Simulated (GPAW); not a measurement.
# TiSi2P4 monolayer: work function by functional and basis

Aim: the work function of both faces of TiSi2P4 monolayer, and its spread over functionals and bases.

Program: GPAW 26.7.0. Level of theory: GPAW, PAW setups; layer in a repeated cell with vacuum, relaxation of atoms and in-plane cell, in the first sound run; inputs show where later runs differ. Results are calculated unless marked as measured.

Report form: the programs' logs are mostly left out.

### Step 1. Set-up

The cell holds 7 atoms: 4 P, 2 Si and 1 Ti. Its edges and angles: a = 3.480 Å, b = 3.480 Å, c = 22.451 Å, α = 90.0°, β = 90.0°, γ = 120.0°. Vacuum lies along c.

### Step 2. Relaxing the atoms

The atoms are relaxed first, since the surface dipole, and with it the work function, follows the positions of the outer layers.

File run.py:

```python
import json
import numpy as np
from ase import Atoms
from ase.filters import FrechetCellFilter
from ase.optimize import BFGS
from gpaw import GPAW, PW

slab = Atoms(
    ['P', 'Si', 'P', 'Ti', 'P', 'Si', 'P'],
    positions=[
        [0.00000, 0.00000, 7.00000],
        [-0.00000, 2.00918, 7.64444],
        [-0.00000, 2.00918, 9.75444],
        [0.00000, 0.00000, 11.22525],
        [-0.00000, 2.00918, 12.69607],
        [-0.00000, 2.00918, 14.80607],
        [0.00000, 0.00000, 15.45051]],
    cell=[[3.48, 0.0, 0.0], [-1.74, 3.01377, 0.0], [0.0, 0.0, 22.4505]],
    pbc=[True, True, True])

slab.calc = GPAW(mode=PW(600), xc='PBE', kpts={'size': (9, 9, 1), 'gamma': True},
                 occupations={'name': 'fermi-dirac', 'width': 0.05}, nbands='200%',
                 convergence={'density': 1e-05}, maxiter=200,
                 symmetry={'tolerance': 1e-3}, txt='slab.txt')
result = {}
# The in-plane cell is free; stress needs a cell that repeats along all three vectors
path = []
opt = BFGS(FrechetCellFilter(slab, mask=[1, 1, 0, 0, 0, 1]), maxstep=0.2)
opt.attach(lambda: path.append((slab.get_potential_energy(), slab.positions.tolist(), slab.get_forces().tolist())))
result['relaxed'] = bool(opt.run(fmax=0.02, steps=45))
result['path'] = path
result['cell'] = slab.cell.tolist()
print('in-plane lattice', slab.cell.cellpar().round(4)[[0, 1, 5]])
energy = slab.get_potential_energy()
fermi = slab.calc.get_fermi_level()
v = slab.calc.get_electrostatic_potential().mean((0, 1)) - fermi
n = slab.calc.get_pseudo_density().mean((0, 1))
L = slab.cell[2, 2]
z = np.arange(len(v)) * L / len(v)
low, high = slab.positions[:, 2].min(), slab.positions[:, 2].max()
below, above = np.interp([low - 4.8, high + 4.8], z, v)
slopes = [np.interp(x, z, np.gradient(v, z)) for x in (low - 4.8, high + 4.8)]
eps = np.array([[slab.calc.get_eigenvalues(k, s) for k in range(len(slab.calc.get_ibz_k_points()))]
                for s in range(slab.calc.get_number_of_spins())]) - fermi
top, bottom = eps[eps < 0].max(), eps[eps > 0].min()
dipole = slab.get_dipole_moment()[2]
print(f'energy {energy:.4f} eV, Fermi level {fermi:.4f} eV, dipole {dipole:.5f} e A')
print(f'potential 4.8 A off the faces, from the Fermi level: lower {below:.4f} eV, upper {above:.4f} eV')
print(f'slope of the potential there: lower {slopes[0]:.5f}, upper {slopes[1]:.5f} eV/A')
print(f'nearest levels on the mesh: {top:.4f} and {bottom:.4f} eV')
print('magnetic moment', round(slab.get_magnetic_moment(), 3))
result.update(energy=energy, fermi=fermi, dipole=dipole, below=below, above=above, slopes=slopes, edges=[top, bottom],
              z=z.tolist(), v=v.tolist(), n=n.tolist(), positions=slab.positions.tolist(),
              forces=slab.get_forces(apply_constraint=False).tolist(), moments=slab.get_magnetic_moments().tolist())
json.dump(result, open('result.json', 'w'))
```

On the command line:

```bash
> OMP_NUM_THREADS=1 OPENBLAS_NUM_THREADS=1 python run.py
```

It took 23 min on 1 thread of Arm Neoverse V1, shared host; peak memory 0.5 GiB.

Numbers from this step:

- dipole along the normal: 1.52e-4 e·Å
- levels nearest the Fermi level on the mesh: -0.02607, 0.09082 eV from the Fermi level

The electrostatic potential energy of an electron (without an applied field's), less the Fermi level, planar mean oscillates, so the rows of the table below give means over windows of 1.67 Å about each position, cut where the curve ends. Its maxima inside the range that stand out by 2 % of the span (Å: eV): 7.1: -10.7, 8.8: 2.07, 10.4: -4.77, 12.0: -4.77, 13.7: 2.07, 15.3: -10.7. Its minima: 6.6: -13.9, 7.5: -12.1, 9.8: -11.7, 11.2: -13.1, 12.6: -11.7, 15.0: -12.1, 15.9: -13.9.

The electrostatic potential energy of an electron (without an applied field's), less the Fermi level, planar mean by z; means over each step:

z (Å), electrostatic potential energy of an electron (without an applied field's), less the Fermi level, planar mean (eV) and a bar from the least value:
```
     0.83        5.6 ##############################
     2.50        5.6 ##############################
     4.17        5.4 ##############################
     5.84       -2.4 ##############
     7.51       -9.0 #
     9.18       -3.4 ############
    10.86       -8.7 #
    12.52       -6.8 #####
    14.20       -3.2 ############
    15.86       -9.3 
    17.54        4.6 ############################
    19.20        5.5 ##############################
    20.88        5.6 ##############################
```

Table of pseudo valence density, planar mean by z:

z (Å), pseudo valence density, planar mean (e/Å³) and a bar:
```
      3.0       0.00 
      3.5       0.00 
      4.0       0.00 
      4.5       0.01 
      5.0       0.02 #
      5.5       0.09 ###
      6.0       0.23 ########
      6.5       0.29 #########
      7.0       0.41 #############
      7.5       0.26 #########
      8.0       0.18 ######
      8.5       0.15 #####
      9.0       0.18 ######
      9.5       0.26 ########
     10.0       0.31 ##########
     10.5       0.39 #############
     11.0       0.92 ##############################
     11.5       0.85 ############################
     12.0       0.38 ############
     12.5       0.30 ##########
     13.0       0.26 ########
     13.5       0.18 ######
     14.0       0.15 #####
     14.5       0.19 ######
     15.0       0.28 #########
     15.5       0.40 #############
     16.0       0.28 #########
     16.5       0.22 #######
     17.0       0.08 ###
     17.5       0.02 #
     18.0       0.00 
     18.5       0.00 
     19.0       0.00 
     19.5       0.00
```

The relaxation lowered the energy of the cell by 2.00 eV (energies extrapolated to zero smearing; the optimiser's log prints free energies). The largest force left on a free atom is 0.0013 eV/Å.

### Step 3. The slab's potential

The work function is the vacuum plateau of the electrostatic potential less the Fermi level; a dipole layer lets the two faces have plateaus of their own.

This step: GPAW, PAW setups; slab in vacuum (GPAW 26.7.0).

The cell differs from the one that the last finished run ended in (c 22.451 → 23.372 Å).

Edit run.py of step 2 so:

```diff
@@ -3,4 +3,2 @@
 from ase import Atoms
-from ase.filters import FrechetCellFilter
-from ase.optimize import BFGS
 from gpaw import GPAW, PW
@@ -10,25 +8,18 @@
     positions=[
-        [0.00000, 0.00000, 7.00000],
-        [-0.00000, 2.00918, 7.64444],
-        [-0.00000, 2.00918, 9.75444],
-        [0.00000, 0.00000, 11.22525],
-        [-0.00000, 2.00918, 12.69607],
-        [-0.00000, 2.00918, 14.80607],
-        [0.00000, 0.00000, 15.45051]],
-    cell=[[3.48, 0.0, 0.0], [-1.74, 3.01377, 0.0], [0.0, 0.0, 22.4505]],
-    pbc=[True, True, True])
+        [-0.00000, 0.00000, 7.00000],
+        [0.00000, 2.05335, 8.00422],
+        [0.00000, 2.05335, 10.26491],
+        [0.00000, 0.00000, 11.68577],
+        [0.00000, 2.05335, 13.10663],
+        [0.00000, 2.05335, 15.36733],
+        [0.00000, 0.00000, 16.37154]],
+    cell=[[3.5565, -0.0, 0.0], [-1.77825, 3.08002, 0.0], [0.0, 0.0, 23.3715]],
+    pbc=[True, True, False])
 
-slab.calc = GPAW(mode=PW(600), xc='PBE', kpts={'size': (9, 9, 1), 'gamma': True},
+slab.calc = GPAW(mode=PW(400), xc='PBE', kpts={'size': (9, 9, 1), 'gamma': True},
                  occupations={'name': 'fermi-dirac', 'width': 0.05}, nbands='200%',
                  convergence={'density': 1e-05}, maxiter=200,
+                 poissonsolver={'dipolelayer': 'xy'},
                  symmetry={'tolerance': 1e-3}, txt='slab.txt')
 result = {}
-# The in-plane cell is free; stress needs a cell that repeats along all three vectors
-path = []
-opt = BFGS(FrechetCellFilter(slab, mask=[1, 1, 0, 0, 0, 1]), maxstep=0.2)
-opt.attach(lambda: path.append((slab.get_potential_energy(), slab.positions.tolist(), slab.get_forces().tolist())))
-result['relaxed'] = bool(opt.run(fmax=0.02, steps=45))
-result['path'] = path
-result['cell'] = slab.cell.tolist()
-print('in-plane lattice', slab.cell.cellpar().round(4)[[0, 1, 5]])
 energy = slab.get_potential_energy()
```

Wall time 65 s (1 thread); peak memory 0.23 GiB.

Numbers from this step:

* dipole along the normal: 7.79e-4 e·Å
* levels nearest the Fermi level on the mesh: -0.02619, 0.09098 eV from the Fermi level
* upper work function: 5.549 eV
* lower work function: 5.562 eV

The electrostatic potential energy of an electron (without an applied field's), less the Fermi level, planar mean by z:

```tsv
z (Å)	electrostatic potential energy of an electron (without an applied field's), less the Fermi level, planar mean (eV)
0.0	5.56
0.5	5.56
1.0	5.56
1.5	5.56
2.0	5.56
2.5	5.56
3.0	5.56
3.5	5.56
4.0	5.56
4.5	5.53
5.0	5.43
5.5	4.99
6.0	3.14
6.5	-3.51
7.0	-13.7
7.5	-10.8
8.0	-12.0
8.5	-4.27
9.0	1.58
9.5	0.675
10.0	-8.03
10.5	-9.56
11.0	-4.92
11.5	-11.6
12.0	-9.59
12.5	-4.94
13.0	-11.2
13.5	-5.24
14.0	1.59
14.5	0.730
15.0	-6.70
15.5	-12.0
16.0	-11.5
16.5	-12.1
17.0	-1.05
17.5	3.87
18.0	5.16
18.5	5.46
19.0	5.53
19.5	5.54
20.0	5.55
20.5	5.55
21.0	5.55
21.5	5.55
22.0	5.55
22.5	5.55
23.0	5.55
```

Pseudo valence density, planar mean against z:

z (Å), pseudo valence density, planar mean (e/Å³) and a bar from the least value:
```
     0.00       0.00 
     0.65       0.00 
     1.30       0.00 
     1.95       0.00 
     2.60       0.00 
     3.03       0.00 
     3.68       0.00 
     4.33       0.00 
     4.98       0.01 
     5.63       0.04 #
     6.28       0.18 ######
     6.92       0.28 #########
     7.57       0.40 #############
     8.22       0.20 ######
     8.66       0.16 #####
     9.31       0.16 #####
     9.95       0.26 ########
    10.60       0.34 ###########
    11.25       0.61 ####################
    11.90       0.94 ##############################
    12.55       0.36 ############
    13.20       0.26 ########
    13.85       0.19 ######
    14.50       0.15 #####
    14.93       0.18 ######
    15.58       0.33 ##########
    16.23       0.34 ###########
    16.88       0.24 ########
    17.53       0.07 ##
    18.18       0.01 
    18.83       0.00 
    19.48       0.00 
    20.13       0.00 
    20.56       0.00 
    21.21       0.00 
    21.86       0.00 
    22.51       0.00 
    23.16       0.00
```

The potential is flat to 4.8e-5 eV/Å where it is read, so the vacuum is wide enough.

### Step 4. Self-consistent run: xc = "revPBE"

The same geometry under revPBE, to see how far the functional moves the levels against the vacuum.

Edit run.py of step 3 so:

```diff
@@ -18,3 +18,3 @@
 
-slab.calc = GPAW(mode=PW(400), xc='PBE', kpts={'size': (9, 9, 1), 'gamma': True},
+slab.calc = GPAW(mode=PW(400), xc='revPBE', kpts={'size': (9, 9, 1), 'gamma': True},
                  occupations={'name': 'fermi-dirac', 'width': 0.05}, nbands='200%',
```

The job ended after 66 s (1 thread; peak memory 0.23 GiB).

Numbers from this step:

```yaml
dipole_along_the_normal: 7.78e-4 e·Å
levels_nearest_the_fermi_level_on_the_mesh: -0.04609, 0.1071 eV from the Fermi level
upper_work_function: 5.459 eV
lower_work_function: 5.472 eV
```

The electrostatic potential energy of an electron (without an applied field's), less the Fermi level, planar mean oscillates, so the rows of the table below give means over windows of 1.62 Å about each position, cut where the curve ends. Its maxima inside the range that stand out by 2 % of the span (Å: eV): 7.6: -10.8, 9.2: 2.02, 10.9: -4.81, 12.4: -4.81, 14.2: 2.01, 15.8: -10.8. Its minima: 7.0: -14.0, 7.9: -12.2, 10.3: -11.8, 11.7: -13.2, 13.1: -11.8, 15.5: -12.2, 16.3: -14.0.

Electrostatic potential energy of an electron (without an applied field's), less the Fermi level, planar mean against z; means over each step:

```tsv
z (Å)	electrostatic potential energy of an electron (without an applied field's), less the Fermi level, planar mean (eV)
0.81	5.47
2.43	5.47
4.05	5.45
5.67	3.51
7.29	-11.1
8.91	-1.86
10.53	-7.54
12.15	-8.90
13.77	-3.10
15.39	-9.07
17.01	-3.08
18.63	5.32
20.25	5.46
21.87	5.46
```

The pseudo valence density, planar mean by z:

z (Å), pseudo valence density, planar mean (e/Å³) and a bar:
```
        3       0.00 
        4       0.00 
        5       0.01 
        6       0.10 ####
        7       0.30 ###########
        8       0.25 #########
        9       0.15 ######
       10       0.26 ##########
       11       0.41 ###############
       12       0.79 ##############################
       13       0.29 ###########
       14       0.17 #######
       15       0.19 #######
       16       0.40 ###############
       17       0.21 ########
       18       0.02 #
       19       0.00 
       20       0.00
```

Force by atom:

```tsv
atom	x (eV/Å)	y (eV/Å)	z (eV/Å)	size
P1	0.0000	0.0000	-0.0766	0.0766
Si2	0.0000	0.0000	-0.0091	0.0091
P3	0.0000	0.0000	-0.0456	0.0456
Ti4	0.0000	0.0000	0.0000	0.0000
P5	0.0000	0.0000	0.0456	0.0456
Si6	0.0000	0.0000	0.0091	0.0091
P7	0.0000	0.0000	0.0766	0.0766
```

The upper face's work function is 5.459 eV, against 5.549 eV in the first plane-wave PBE run at this geometry.

### Step 5. OptPBE vdW: xc = "optPBE-vdW"

The same geometry under optPBE-vdW, to see how far the functional moves the levels against the vacuum (the van der Waals functionals take revPBE setups).

Edit run.py of step 4 so:

```diff
@@ -18,3 +18,3 @@
 
-slab.calc = GPAW(mode=PW(400), xc='revPBE', kpts={'size': (9, 9, 1), 'gamma': True},
+slab.calc = GPAW(mode=PW(400), xc='optPBE-vdW', kpts={'size': (9, 9, 1), 'gamma': True},
                  occupations={'name': 'fermi-dirac', 'width': 0.05}, nbands='200%',
```

Elapsed: 82 s, on 1 thread; peak memory 0.41 GiB.

Numbers from this step:

```
dipole along the normal                    : 7.79e-4 e·Å
levels nearest the Fermi level on the mesh : -0.08094, 0.1368 eV from the Fermi level
upper work function                        : 5.755 eV
lower work function                        : 5.768 eV
```

Table of electrostatic potential energy of an electron (without an applied field's), less the Fermi level, planar mean by z:

z (Å), electrostatic potential energy of an electron (without an applied field's), less the Fermi level, planar mean (eV) and a bar from the least value:
```
      0.0        5.8 ##############################
      0.5        5.8 ##############################
      1.0        5.8 ##############################
      1.5        5.8 ##############################
      2.0        5.8 ##############################
      2.5        5.8 ##############################
      3.0        5.8 ##############################
      3.5        5.8 ##############################
      4.0        5.8 ##############################
      4.5        5.7 ##############################
      5.0        5.6 ##############################
      5.5        5.1 #############################
      6.0        3.2 ##########################
      6.5       -3.5 ################
      7.0      -13.6 
      7.5      -10.8 ####
      8.0      -12.0 ###
      8.5       -4.3 ##############
      9.0        1.5 #######################
      9.5        0.7 ######################
     10.0       -8.0 #########
     10.5       -9.5 ######
     11.0       -4.9 ##############
     11.5      -11.6 ###
     12.0       -9.6 ######
     12.5       -4.9 #############
     13.0      -11.2 ####
     13.5       -5.2 #############
     14.0        1.6 #######################
     14.5        0.7 ######################
     15.0       -6.7 ###########
     15.5      -12.0 ###
     16.0      -11.5 ###
     16.5      -12.1 ##
     17.0       -1.0 ####################
     17.5        4.0 ###########################
     18.0        5.3 #############################
     18.5        5.6 ##############################
     19.0        5.7 ##############################
     19.5        5.7 ##############################
     20.0        5.8 ##############################
     20.5        5.8 ##############################
     21.0        5.8 ##############################
     21.5        5.8 ##############################
     22.0        5.8 ##############################
     22.5        5.8 ##############################
     23.0        5.8 ##############################
```

The upper face's work function is 5.755 eV, against 5.549 eV in the first plane-wave PBE run at this geometry.

### Step 6. Self-consistent run: xc = "LDA"

The same geometry under LDA, to see how far the functional moves the levels against the vacuum.

Edit run.py of step 5 so:

```diff
@@ -18,3 +18,3 @@
 
-slab.calc = GPAW(mode=PW(400), xc='optPBE-vdW', kpts={'size': (9, 9, 1), 'gamma': True},
+slab.calc = GPAW(mode=PW(400), xc='LDA', kpts={'size': (9, 9, 1), 'gamma': True},
                  occupations={'name': 'fermi-dirac', 'width': 0.05}, nbands='200%',
```

The job ended after 64 s (1 thread; peak memory 0.24 GiB).

This step gave:

```yaml
dipole_along_the_normal: 7.80e-4 e·Å
levels_nearest_the_fermi_level_on_the_mesh: -0.1469, 0.03449 eV from the Fermi level
upper_work_function: 5.780 eV
lower_work_function: 5.793 eV
```

The upper face's work function is 5.780 eV, against 5.549 eV in the first plane-wave PBE run at this geometry.

### Step 7. Self-consistent run: xc = "RPBE"

The same geometry under RPBE, to see how far the functional moves the levels against the vacuum.

Edit run.py of step 6 so:

```diff
@@ -18,3 +18,3 @@
 
-slab.calc = GPAW(mode=PW(400), xc='LDA', kpts={'size': (9, 9, 1), 'gamma': True},
+slab.calc = GPAW(mode=PW(400), xc='RPBE', kpts={'size': (9, 9, 1), 'gamma': True},
                  occupations={'name': 'fermi-dirac', 'width': 0.05}, nbands='200%',
```

It took 67 s on 1 thread; peak memory 0.24 GiB.

This step gave:

```
dipole along the normal                    : 7.78e-4 e·Å
levels nearest the Fermi level on the mesh : -0.05317, 0.1131 eV from the Fermi level
upper work function                        : 5.460 eV
lower work function                        : 5.473 eV
```

The upper face's work function is 5.460 eV, against 5.549 eV in the first plane-wave PBE run at this geometry.

### Step 8. Self-consistent run: xc = "vdW-DF2"

The same geometry under vdW-DF2, to see how far the functional moves the levels against the vacuum (the van der Waals functionals take revPBE setups).

Edit run.py of step 7 so:

```diff
@@ -18,3 +18,3 @@
 
-slab.calc = GPAW(mode=PW(400), xc='RPBE', kpts={'size': (9, 9, 1), 'gamma': True},
+slab.calc = GPAW(mode=PW(400), xc='vdW-DF2', kpts={'size': (9, 9, 1), 'gamma': True},
                  occupations={'name': 'fermi-dirac', 'width': 0.05}, nbands='200%',
```

It took 84 s on 1 thread; peak memory 0.41 GiB.

This step gave:

```
dipole along the normal                    : 7.80e-4 e·Å
levels nearest the Fermi level on the mesh : -0.1488, 0.1998 eV from the Fermi level
upper work function                        : 5.887 eV
lower work function                        : 5.900 eV
```

The upper face's work function is 5.887 eV, against 5.549 eV in the first plane-wave PBE run at this geometry.

(Continued in part 2 of 2.)

[Logs are printed without paths, hosts, clocks, repeated set-up lines and the standing remarks that a program may print on its own settings, such as how far it seeks lower states.]

[Hosts, paths, dates, database ids (printed as entryN), source tags and the programs' standing remarks are cut or masked in the printed files.]
